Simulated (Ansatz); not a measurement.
# SrTiSe3 (built on the sites of a database entry of CaTiO3): phonons and vibrational spectra

Wanted: vibrations and spectra of SrTiSe3 (built on the sites of a database entry of CaTiO3); the cell is already relaxed. After the zone centre comes a 2×2×2 q mesh on a 6×6×6 k mesh.

Main program and level: Ansatz 0.2.0; DFT LDA, scalar-relativistic, plane waves, PAW.

The structure was built from a prototype and need not be the compound's stable phase.

## 1. Starting point

It takes space group Pm-3m (No. 221, cubic). Conventional cell: a = 4.900 Å, b = 4.900 Å, c = 4.900 Å, α = 90.00°, β = 90.00°, γ = 90.00°. Nearest to Sr lie 12 Se at 3.46 Å. Nearest to Ti lie 6 Se at 2.45 Å. Nearest to Se lie 2 Ti at 2.45 Å and 4 Sr at 3.46 Å. Farther neighbours and most contacts between anions are not listed.

As a file:

```cif
data_structure
_symmetry_space_group_name_H-M 'Pm-3m'
_symmetry_Int_Tables_number 221
_cell_length_a 4.8995
_cell_length_b 4.8995
_cell_length_c 4.8995
_cell_angle_alpha 90.000
_cell_angle_beta 90.000
_cell_angle_gamma 90.000
_cell_volume 117.62
loop_
_atom_site_label
_atom_site_type_symbol
_atom_site_symmetry_multiplicity
_atom_site_Wyckoff_symbol
_atom_site_fract_x
_atom_site_fract_y
_atom_site_fract_z
_atom_site_occupancy
Sr1 Sr 1 a 0.00000 0.00000 0.00000 1
Ti1 Ti 1 b 0.50000 0.50000 0.50000 1
Se1 Se 3 c 0.00000 0.50000 0.50000 1
```

## 2. Linear response at the zone centre

The cell comes from relaxations at this level that are not shown. The zone centre comes first: it holds the modes that light can see, as far as symmetry allows. No field response is asked, since the mesh shows no gap.

input.yaml reads:

```yaml
crystal:
  lattice:
    - [4.899528169, 0.0, 0.0]
    - [0.0, 4.899528169, 0.0]
    - [0.0, 0.0, 4.899528169]
  atoms:
    - { symbol: Sr, position: [0.0, 0.0, 0.0] }
    - { symbol: Ti, position: [0.5, 0.5, 0.5] }
    - { symbol: Se, position: [0.0, 0.5, 0.5] }
    - { symbol: Se, position: [0.5, 0.0, 0.5] }
    - { symbol: Se, position: [0.5, 0.5, 0.0] }
kpoints:
  mp_grid: { grid: [6, 6, 6] }
hamiltonian:
  xc: lda
scf:
  occupations: { method: methfessel_paxton, width: 0.15 }
output:
  eigenvalues: true
phonons:
  method: dfpt
```

Command:

```
> ansatz run input.yaml --threads 8 --pin off --max-ram 14336MiB --backend cpu --events-out ev --progress --plain --runs-dir out
```

Planned after this: the dispersion; another isotope, element Se, natural mass 78.971 amu; isotope substitution, element Sr, natural mass 87.62 amu; another isotope, element Ti, natural mass 47.867 amu. Settings of the main run: cutoff 420 eV, 6×6×6 k-mesh, 2×2×2 q-mesh, Methfessel-Paxton occupations, smearing width 0.15 eV.

Q: Predict the highest optical mode at the zone centre.

Modes are clearly imaginary (beyond 10i cm⁻¹) at 4 of the 4 irreducible wavevectors, most at q = (-0.5, -0.5, -0.5) (81.5i cm⁻¹), so this structure is not a minimum of the energy. The optical modes at Γ span -23 to 269 cm⁻¹ (negative means imaginary). The highest mode in this list at Γ, 268.8 cm⁻¹, has its largest share on Se (66 % of the kinetic energy).

* volume per atom: 23.5 Å³
* electronic character: no gap on this mesh
* highest optical mode at the zone centre (no LO-TO term): 269 cm⁻¹
* lowest optical zone-centre mode: -22.8 cm⁻¹
* lowest mode on the q mesh (acoustic modes at Γ apart): -81.5 cm⁻¹
* highest frequency on the path or at a solved wavevector: 289 cm⁻¹
* imaginary modes on the 2×2×2 q mesh: yes

With no gap, or one that is small against the smearing, the frequencies hang on the k mesh and the smearing, most of all near Kohn anomalies. A phonon run warned that its eigensolver left some bands unconverged in a pass. The starting cell was built on a prototype and not taken from a measurement, so the phase need not exist. These are harmonic frequencies at zero temperature: anharmonic shifts, linewidths and thermal expansion are left out.

[Logs are printed without paths, hosts, clocks, repeated set-up lines and the standing remarks that a program may print on its own settings, such as how far it seeks lower states.]

[Hosts, paths, dates, database ids (printed as entryN), source tags and the programs' standing remarks are cut or masked in the printed files.]
